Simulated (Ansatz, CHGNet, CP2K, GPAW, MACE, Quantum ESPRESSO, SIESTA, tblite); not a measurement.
**Random packing of 70AlN-30Al2O3 (mol %) (78 atoms) in SIESTA**

Wanted: SIESTA inputs and outputs for random packing of 70AlN-30Al2O3 (mol %) (78 atoms), checked against a plane-wave reference.

Method: the method is named at each step, in SIESTA 5.4.2.

## (1) Starting point

The cell holds 78 atoms: 35 Al, 19 N and 24 O. Its edges and angles: a = 9.322 Å, b = 9.322 Å, c = 9.322 Å, α = 90.0°, β = 90.0°, γ = 90.0°. 78 atoms (35 Al, 19 N, 24 O) packed at random in a cube at 3.27 g/cm³ and pushed apart as soft spheres, cations and anions kept from their own kind; a start for melting by ab initio MD, not an equilibrated structure. Then every atom was moved at random, 0.05 Å r.m.s. a Cartesian component.

The yardstick, on the same geometry:

```
method                 : Kohn-Sham DFT, PBE, PAW, plane waves (Ansatz 0.2.0); cutoff 420 eV, Γ point, fermi-dirac smearing of 0.05 eV; PAW set soft_2
r.m.s. force component : 2.025 eV/Å
longest force          : 5.887 eV/Å
pressure               : 10.56 GPa
SCF cycles             : 10
time                   : 5.7 s on 6 threads of Intel Xeon at 2.30GHz, shared host
CPU time               : 22 s
```

## (2) PBE, DZP, shift 0.01 Ry, mesh 500 Ry

Method: Kohn-Sham DFT, PBE, PseudoDojo 0.4.1 norm-conserving pseudopotentials (converted to PSML), numerical atomic orbitals (DZP), diagonalisation.

The .psml files are PseudoDojo norm-conserving potentials that we converted to this format, checked against plane waves on the same files for H, C, O, Si, Ge and Ca alone.

input.fdf reads:

```
SystemLabel cell
NumberOfAtoms 78
NumberOfSpecies 3
%block ChemicalSpeciesLabel
  1 13 Al
  2 7 N
  3 8 O
%endblock ChemicalSpeciesLabel
LatticeConstant 1.0 Ang
%block LatticeVectors
  9.32240 0.00000 0.00000
  0.00000 9.32240 0.00000
  0.00000 0.00000 9.32240
%endblock LatticeVectors
PAO.BasisSize DZP
PAO.EnergyShift 0.01 Ry
XC.Functional GGA
XC.Authors PBE
MeshCutoff 500 Ry
%block kgrid_Monkhorst_Pack
  1 0 0 0.0
  0 1 0 0.0
  0 0 1 0.0
%endblock kgrid_Monkhorst_Pack
SolutionMethod diagon
OccupationFunction FD
ElectronicTemperature 580 K
SCF.Mixer.Method Pulay
SCF.Mixer.Weight 0.15
SCF.Mixer.History 8
SCF.Mix Hamiltonian
MaxSCFIterations 300
SCF.DM.Tolerance 1e-04
SCF.H.Tolerance 1.0e-3 eV
WriteForces T
Write.HirshfeldPop T
Write.VoronoiPop T
Write.DM F
Write.H F
XML.Write F
AtomicCoordinatesFormat Fractional
%block AtomicCoordinatesAndAtomicSpecies
  0.75261 0.16357 0.33567 1
  0.99725 0.09011 0.58802 1
  0.20609 0.61561 0.74663 1
  0.97072 0.81614 0.37572 1
  0.89304 0.30138 0.75937 1
  0.40528 0.19498 0.10952 1
  0.95782 0.56278 0.44857 1
  0.53637 0.47846 0.09798 1
  0.79180 0.33235 0.00288 1
  0.11798 0.91648 0.08340 1
  0.21395 0.66230 0.03458 1
  0.07679 0.33177 0.57443 1
  0.67080 0.87175 0.28879 1
  0.45237 0.44505 0.53735 1
  0.79778 0.90852 0.57596 1
  0.22789 0.29292 0.77657 1
  0.74953 0.61158 0.04846 1
  0.07697 0.18514 0.05352 1
  0.96305 0.60332 0.86424 1
  0.51145 0.31838 0.87815 1
  0.29731 0.41605 0.01205 1
  0.28315 0.80980 0.24726 1
  0.51955 0.02186 0.46420 1
  0.16887 0.96719 0.41854 1
  0.65684 0.14513 0.09398 1
  0.06904 0.31990 0.31915 1
  0.23272 0.99167 0.87780 1
  0.48758 0.63558 0.88156 1
  0.96615 0.03910 0.86211 1
  0.86905 0.83357 0.13347 1
  0.81176 0.80821 0.88198 1
  0.51241 0.07620 0.76681 1
  0.49034 0.83224 0.64172 1
  0.65679 0.64140 0.48703 1
  0.64986 0.49260 0.71636 1
  0.66476 0.07567 0.59263 2
  0.06470 0.41259 0.75343 2
  0.78061 0.49114 0.87208 2
  0.62460 0.83802 0.49234 2
  0.08142 0.14989 0.75176 2
  0.00890 0.80522 0.91383 2
  0.24751 0.19648 0.95703 2
  0.83018 0.46622 0.61824 2
  0.36764 0.44945 0.78726 2
  0.66660 0.85109 0.74688 2
  0.12031 0.60173 0.31958 2
  0.37623 0.77756 0.97700 2
  0.49585 0.27131 0.62553 2
  0.63295 0.74246 0.96346 2
  0.04838 0.90764 0.67851 2
  0.45224 0.61493 0.63483 2
  0.74672 0.40142 0.24118 2
  0.44040 0.73827 0.34169 2
  0.03227 0.96917 0.26726 2
  0.57290 0.95371 0.14573 3
  0.64396 0.42768 0.44951 3
[... 18 atom lines left out ...]
  0.47375 0.08969 0.95837 3
  0.35789 0.59167 0.14706 3
  0.39415 0.34372 0.33014 3
  0.70824 0.27551 0.74671 3
%endblock AtomicCoordinatesAndAtomicSpecies
```

Launch:

```sh
$ OMP_NUM_THREADS=1 mpirun -np 2 siesta < input.fdf > output.txt
```

The log of the run:

```text
Version         : 5.4.2
reinit: System Name:
reinit: System Label: cell
initatom: Reading input for the pseudopotentials and atomic orbitals ----------
Species number:   1 Atomic number:   13 Label: Al
Species number:   2 Atomic number:    7 Label: N
Species number:   3 Atomic number:    8 Label: O
Ground state valence configuration (from tables):   3s02  3p01  3d00  4f00
Ground state valence configuration (from tables):   2s02  2p03  3d00  4f00
Ground state valence configuration (from tables):   2s02  2p04  3d00  4f00
---- Processing specs for species: Al
GGA--PBE XC_GGA_X_PBE--XC_GGA_C_PBE pb
---- Processing specs for species: N
GGA--PBE XC_GGA_X_PBE--XC_GGA_C_PBE pb
---- Processing specs for species: O
GGA--PBE XC_GGA_X_PBE--XC_GGA_C_PBE pb
Al pseudopotential only contains V_ls up to l=2 -- lmxkb reset.
N pseudopotential only contains V_ls up to l=1 -- lmxkb reset.
O pseudopotential only contains V_ls up to l=2 -- lmxkb reset.
Using PAO.SplitTailNorm
%block ChemicalSpeciesLabel
    1   13 Al                      # Species index, atomic number, species label
    2    7 N                       # Species index, atomic number, species label
    3    8 O                       # Species index, atomic number, species label
%endblock ChemicalSpeciesLabel
%block PAO.Basis                 # Define Basis set
Al                    2                    # Species label, number of l-shells
 n=3   0   2                         # n, l, Nzeta
   6.130      4.449
   1.000      1.000
 n=3   1   2 P   1                   # n, l, Nzeta, Polarization, NzetaPol
   7.969      5.883
[...]
N                     2                    # Species label, number of l-shells
 n=2   0   2                         # n, l, Nzeta
[...]
n=2   1   2 P   1                   # n, l, Nzeta, Polarization, NzetaPol
[...]
O                     2                    # Species label, number of l-shells
 n=2   0   2                         # n, l, Nzeta
[...]
n=2   1   2 P   1                   # n, l, Nzeta, Polarization, NzetaPol
   4.300      2.782
   1.000      1.000
%endblock PAO.Basis
coor:   Atomic-coordinates input format  =     Fractional
siesta: System type = bulk
initatomlists: Number of atoms, orbitals, and projectors:     78  1014  1094
siesta: ******************** Simulation parameters ****************************
Total number of electrons:   344.000000
Total ionic charge:   344.000000
 Kpoints in:            1 . Kpoints trimmed:            1
siesta: k-grid: Number of k-points = 1
siesta: k-points from Monkhorst-Pack grid
siesta: k-cutoff (effective) =     4.661 Ang
siesta: k-point supercell and displacements
siesta: k-grid:     1     0     0      0.000
siesta: k-grid:     0     1     0      0.000
siesta: k-grid:     0     0     1      0.000
                     ====================================
                        Single-point calculation
                     ====================================
outcell: Unit cell vectors (Ang):
        9.322400    0.000000    0.000000
        0.000000    9.322400    0.000000
        0.000000    0.000000    9.322400
outcell: Cell vector modules (Ang)   :    9.322400    9.322400    9.322400
outcell: Cell angles (23,13,12) (deg):     90.0000     90.0000     90.0000
outcell: Cell volume (Ang**3)        :    810.1831
Gamma-point calculation with interaction between periodic images
Some features might not work optimally:
Gamma-point calculation with interaction between periodic images
Some features might not work optimally:
e.g. DM initialization from atomic data
e.g. DM initialization from atomic data
new_DM -- step:     1
Initializing Density Matrix...
Attempting to read DM from file... Failed...
DM filled with atomic data:
InitMesh: MESH = 128 x 128 x 128 = 2097152
InitMesh: Mesh cutoff (required, used) =   500.000   521.035 Ry
stepf: Fermi-Dirac step function
        iscf     Eharris(eV)        E_KS(eV)     FreeEng(eV)     dDmax    Ef(eV) dHmax(eV)
   scf:    1   -17860.820183   -18207.022132   -18207.210708  1.883092 -6.288472 20.236536
   scf:    2   -17940.673486   -18203.978344   -18204.237710  0.923541 -5.697302 35.262021
   scf:    3   -18280.554998   -18299.285381   -18299.429410  0.755125 -5.735154  9.292712
[...]
scf:   26   -18312.168867   -18312.168868   -18312.403687  0.000061 -5.517972  0.001507
   scf:   27   -18312.168860   -18312.168864   -18312.403687  0.000059 -5.517975  0.000639
SCF Convergence by DM+H criterion
max |DM_out - DM_in|         :     0.0000593677
max |H_out - H_in|      (eV) :     0.0006393253
SCF cycle converged after 27 iterations
Using DM_out to compute the final energy and forces
siesta: E_KS(eV) =           -18312.1689
siesta: E_KS - E_eggbox =    -18312.1689
siesta: Atomic forces (eV/Ang):
     1   -0.266273    4.057316    1.915774
     2   -0.394245   -2.283190   -2.190529
     3    1.399833    0.904478   -3.313745
[...]
77    2.169752   -0.387775   -0.953852
    78   -2.810317    1.366730    1.831568
----------------------------------------
   Tot   -0.003334    0.002334   -0.003422
----------------------------------------
   Max    5.860930
   Res    2.005445    sqrt( Sum f_i^2 / 3N )
----------------------------------------
   Max    5.860930    constrained
Stress tensor Voigt[x,y,z,yz,xz,xy] (kbar):     -100.39     -129.84     -146.33       -3.47       14.60       -7.20
(Free)E + p*V (eV/cell)   -18248.9313
Target enthalpy (eV/cell)   -18312.4037
siesta: Program's energy decomposition (eV):
siesta: Ebs     =     -4367.888565
siesta: Eions   =     29360.358708
siesta: Ena     =      6323.176556
siesta: Ekin    =     11635.902919
siesta: Enl     =     -1679.462493
siesta: DEna    =        92.353102
siesta: DUscf   =        19.242024
siesta: Ex      =     -4912.330482
siesta: Ec      =      -430.691781
siesta: Exc     =     -5343.022263
siesta: Eharris =    -18312.168860
siesta: Etot    =    -18312.168864
siesta: FreeEng =    -18312.403687
siesta: Final energy (eV):
siesta:  Band Struct. =   -4367.888565
siesta:       Kinetic =   11635.902919
siesta:       Hartree =    4996.393903
siesta:         Exch. =   -4912.330482
siesta:         Corr. =    -430.691781
siesta:   Exch.-corr. =   -5343.022263
siesta:  Ion-electron =  -20157.547098
siesta:       Ion-ion =   -9443.896325
siesta:         Total =  -18312.168864
siesta:         Fermi =      -5.517975
siesta: Stress tensor (static) (eV/Ang**3):
siesta:    -0.062658   -0.004493    0.009110
siesta:    -0.004493   -0.081039   -0.002166
siesta:     0.009110   -0.002166   -0.091333
siesta: Cell volume =        810.183138 Ang**3
siesta: Pressure (static):
siesta:                Solid            Molecule  Units
siesta:           0.00085327          0.00139250  Ry/Bohr**3
siesta:           0.07834321          0.12785316  eV/Ang**3
siesta:         125.51965543        204.84335072  kBar
    Orbital volume contribution        =          50.862984 eV
    (Free)E + p_basis*V_orbitals       =      -18261.540703 eV
    (Free)Eharris+ p_basis*V_orbitals  =      -18261.540699 eV
Hirshfeld Atomic Populations:
Atom #   charge [q] valence [e]  Species
     1     0.248898    2.751102  Al
     2     0.224031    2.775969  Al
     3     0.306339    2.693661  Al
[...]
36    -0.174481    5.174481  N
    37    -0.253756    5.253756  N
    38    -0.235650    5.235650  N
[...]
55    -0.210284    6.210284  O
    56    -0.171558    6.171558  O
    57    -0.122882    6.122882  O
[...]
--------------------
 Total    -0.000019
Voronoi Atomic Populations:
Atom #   charge [q] valence [e]  Species
[...]
34     0.420175    2.579825  Al
    35     0.302139    2.697861  Al
[...]
53    -0.203595    5.203595  N
    54    -0.308850    5.308850  N
[...]
77    -0.168177    6.168177  O
    78    -0.219423    6.219423  O
--------------------
 Total    -0.000020
```

Run time: 15 min. Hardware: 2 MPI ranks of Intel Xeon at 2.30GHz, shared host; peak memory 2.6 GiB; 30 min of CPU time.

Banners, paths, timers and routine set-up lines are dropped from the logs unmarked, and long logs keep their key lines alone; longer cuts are marked.

Compared with the plane-wave run:

* r.m.s. force component: 2.005 eV/Å
* r.m.s. difference of force components: 159.2 meV/Å
* longest difference of force vectors: 522 meV/Å
* force difference over r.m.s. force: 7.862 %
* slope of forces against the reference's: 0.9873
* correlation of force components: 0.9969
* pressure: 12.55 GPa
* pressure difference: 1.994 GPa

Length of the force difference by element (eV/Å):

| element | atoms | mean | most |
| --- | --- | --- | --- |
| Al | 35 | 0.26 | 0.52 |
| N | 19 | 0.24 | 0.43 |
| O | 24 | 0.27 | 0.44 |

Local excerpt of 10 atoms (numbers count through the whole input) about Al12, picked at random; x, y, z are measured from there.

| atom | x | y | z | distance (Å) | Hirshfeld charge (e) | Fx | Fy | Fz (eV/Å) |
| --- | --- | --- | --- | --- | --- | --- | --- | --- |
| Al12 | 0.00 | 0.00 | 0.00 | 0.00 | 0.22 | 1.14 | 2.03 | -2.62 |
| N37 | -0.11 | 0.75 | 1.67 | 1.83 | -0.25 | 1.85 | 2.69 | -1.00 |
| O58 | 1.20 | 0.71 | -1.24 | 1.87 | -0.17 | -1.85 | 2.07 | 3.34 |
| O64 | -1.52 | -0.14 | -1.36 | 2.04 | -0.17 | 1.98 | -0.46 | -0.10 |
| N40 | 0.04 | -1.70 | 1.65 | 2.37 | -0.19 | -2.22 | 2.18 | -1.24 |
| Al2 | -0.74 | -2.25 | 0.13 | 2.38 | 0.22 | -0.39 | -2.28 | -2.19 |
| Al16 | 1.41 | -0.36 | 1.88 | 2.38 | 0.23 | 2.03 | -2.26 | 1.32 |
| Al26 | -0.07 | -0.11 | -2.38 | 2.38 | 0.27 | 4.33 | 0.15 | -2.73 |
| Al5 | -1.71 | -0.28 | 1.72 | 2.45 | 0.25 | -0.12 | 1.86 | 0.96 |
| O65 | 1.19 | -1.47 | -1.62 | 2.49 | -0.19 | -4.13 | -1.93 | 1.17 |

Forces lie 7.9 % from the reference's, at 81 times its CPU time (on 2 against 6 cores).

## (3) PBE, DZ, shift 0.01 Ry, mesh 500 Ry

Method: Kohn-Sham DFT, PBE, PseudoDojo 0.4.1 norm-conserving pseudopotentials (converted to PSML), numerical atomic orbitals (DZ), diagonalisation.

Edit input.fdf of step 2 so:

```diff
@@ -14,3 +14,3 @@
 %endblock LatticeVectors
-PAO.BasisSize DZP
+PAO.BasisSize DZ
 PAO.EnergyShift 0.01 Ry
```

The log of the run:

```text
Version         : 5.4.2
reinit: System Name:
reinit: System Label: cell
initatom: Reading input for the pseudopotentials and atomic orbitals ----------
Species number:   1 Atomic number:   13 Label: Al
Species number:   2 Atomic number:    7 Label: N
Species number:   3 Atomic number:    8 Label: O
Ground state valence configuration (from tables):   3s02  3p01  3d00  4f00
Ground state valence configuration (from tables):   2s02  2p03  3d00  4f00
Ground state valence configuration (from tables):   2s02  2p04  3d00  4f00
---- Processing specs for species: Al
GGA--PBE XC_GGA_X_PBE--XC_GGA_C_PBE pb
---- Processing specs for species: N
GGA--PBE XC_GGA_X_PBE--XC_GGA_C_PBE pb
---- Processing specs for species: O
GGA--PBE XC_GGA_X_PBE--XC_GGA_C_PBE pb
[... lines left out ...]
Total number of electrons:   344.000000
[... lines left out ...]
stepf: Fermi-Dirac step function
        iscf     Eharris(eV)        E_KS(eV)     FreeEng(eV)     dDmax    Ef(eV) dHmax(eV)
[... lines left out ...]
SCF Convergence by DM+H criterion
[... lines left out ...]
SCF cycle converged after 29 iterations
[... lines left out ...]
   Max    6.398858
[... lines left out ...]
   Max    6.398858    constrained
Stress tensor Voigt[x,y,z,yz,xz,xy] (kbar):     -166.22     -174.45     -205.93        8.73       19.20      -11.92
[... lines left out ...]
siesta: Etot    =    -18277.498959
siesta: FreeEng =    -18277.745438
siesta: Final energy (eV):
siesta:  Band Struct. =   -4310.601265
siesta:       Kinetic =   11663.333433
siesta:       Hartree =    5019.386659
siesta:         Exch. =   -4915.322062
siesta:         Corr. =    -430.566558
siesta:   Exch.-corr. =   -5345.888620
siesta:  Ion-electron =  -20170.434106
siesta:       Ion-ion =   -9443.896325
siesta:         Total =  -18277.498959
siesta:         Fermi =      -5.244168
siesta: Stress tensor (static) (eV/Ang**3):
siesta:    -0.103749   -0.007443    0.011984
siesta:    -0.007443   -0.108886    0.005450
siesta:     0.011984    0.005450   -0.128531
siesta: Cell volume =        810.183138 Ang**3
siesta: Pressure (static):
siesta:                Solid            Molecule  Units
siesta:           0.00123859          0.00198073  Ry/Bohr**3
siesta:           0.11372193          0.18186211  eV/Ang**3
siesta:         182.20261197        291.37521700  kBar
    Orbital volume contribution        =          34.050612 eV
    (Free)E + p_basis*V_orbitals       =      -18243.694827 eV
    (Free)Eharris+ p_basis*V_orbitals  =      -18243.694829 eV
Hirshfeld Atomic Populations:
Atom #   charge [q] valence [e]  Species
     1     0.263885    2.736115  Al
     2     0.235676    2.764324  Al
     3     0.316954    2.683046  Al
[...]
36    -0.185338    5.185338  N
    37    -0.262734    5.262734  N
    38    -0.250488    5.250488  N
[...]
55    -0.218074    6.218074  O
    56    -0.178539    6.178539  O
    57    -0.138549    6.138549  O
[...]
--------------------
 Total    -0.000025
Voronoi Atomic Populations:
Atom #   charge [q] valence [e]  Species
[...]
34     0.429370    2.570630  Al
    35     0.303171    2.696829  Al
[...]
53    -0.202746    5.202746  N
    54    -0.321265    5.321265  N
[...]
77    -0.146228    6.146228  O
    78    -0.232673    6.232673  O
--------------------
 Total    -0.000025
```

The job ended after 5.1 min (2 MPI ranks; peak memory 1.6 GiB; 10 min of CPU time).

Numbers from this run, and their distance from the reference:

```yaml
r_m_s_force_component: 2.077 eV/Å
r_m_s_difference_of_force_components: 609.3 meV/Å
longest_difference_of_force_vectors: 2143 meV/Å
force_difference_over_r_m_s_force: 30.09 %
slope_of_forces_against_the_reference_s: 0.9809
correlation_of_force_components: 0.9562
pressure: 18.22 GPa
pressure_difference: 7.662 GPa
```

This is a coarse setting, run to see what it loses.

Against the first run (7.9 %), the force difference from the reference is 30 %, at 0.34 times the CPU time, with 624 basis functions against 1014: the smaller basis costs accuracy.

## (4) The ladder

Differences are against the plane-wave reference, forces as r.m.s. over components; share is that over the reference's r.m.s. force, slope the least-squares factor from reference forces to these. Total energies of different programs have different zeros and aren't compared.

| run | Δ force, r.m.s. (meV/Å) | share (%) | slope | Δ pressure (GPa) | cores | CPU time | memory (GiB) |
| --- | --- | --- | --- | --- | --- | --- | --- |
| reference | - | - | - | - | 6 | 22 s | 0.96 |
| SIESTA PBE, DZP, shift 0.01 Ry, mesh 500 Ry | 159 | 7.86 | 0.987 | 1.99 | 2 | 30 min | 2.6 |
| SIESTA PBE, DZ, shift 0.01 Ry, mesh 500 Ry (coarse) | 609 | 30.1 | 0.981 | 7.66 | 2 | 10 min | 1.6 |

Rows marked coarse were listed beforehand as settings not expected to be converged; some can still land near the reference.

CPU time is summed over cores on a shared host, where runs went side by side, so it is rough. Symmetry, cutoffs, thresholds, outputs and thread counts weren't matched or tuned between programs; memory under MPI is the largest rank's times the ranks.

Further runs of this program without a result: SIESTA PBE, SZP, shift 0.01 Ry, mesh 500 Ry (cut off at its time limit).

## (5) Results

| Quantity | Value |
| --- | --- |
| nearest in forces | SIESTA PBE, DZP, shift 0.01 Ry, mesh 500 Ry, 7.9 % |
| its CPU time | 30 min |

What this shows: The PBE run in local orbitals, coarse settings apart, differs by 7.9 % (SIESTA PBE, DZP, shift 0.01 Ry, mesh 500 Ry); basis, grid and potentials can all enter. Runs with settings chosen to be coarse differ by 30 % (SIESTA PBE, DZ, shift 0.01 Ry, mesh 500 Ry), their programs' other errors included. None of the electronic-structure runs in the table takes under half the reference's CPU time of 22 s; they take 28 to 81 times as much. In pressure, SIESTA PBE, DZ, shift 0.01 Ry, mesh 500 Ry misses by +7.7 GPa, at the same functional. The reference's stress is far from hydrostatic: its diagonal is 7.7, 11.3, 12.7 GPa, compression counted positive. The reference's pressure of 11 GPa belongs to a cell and atoms that aren't relaxed at this level. The electronic-structure runs sample only Γ, in a cell whose shortest periodic width is 9 Å, which is coarse for a cell with partly filled levels.

[Also dropped from logs without a mark: logging warnings of Python, and SIESTA's first energy breakdown and zero terms.]

[Logs are printed without paths, hosts, clocks, repeated set-up lines and the standing remarks that a program may print on its own settings, such as how far it seeks lower states.]

[Hosts, paths, dates, database ids (printed as entryN), source tags and the programs' standing remarks are cut or masked in the printed files.]
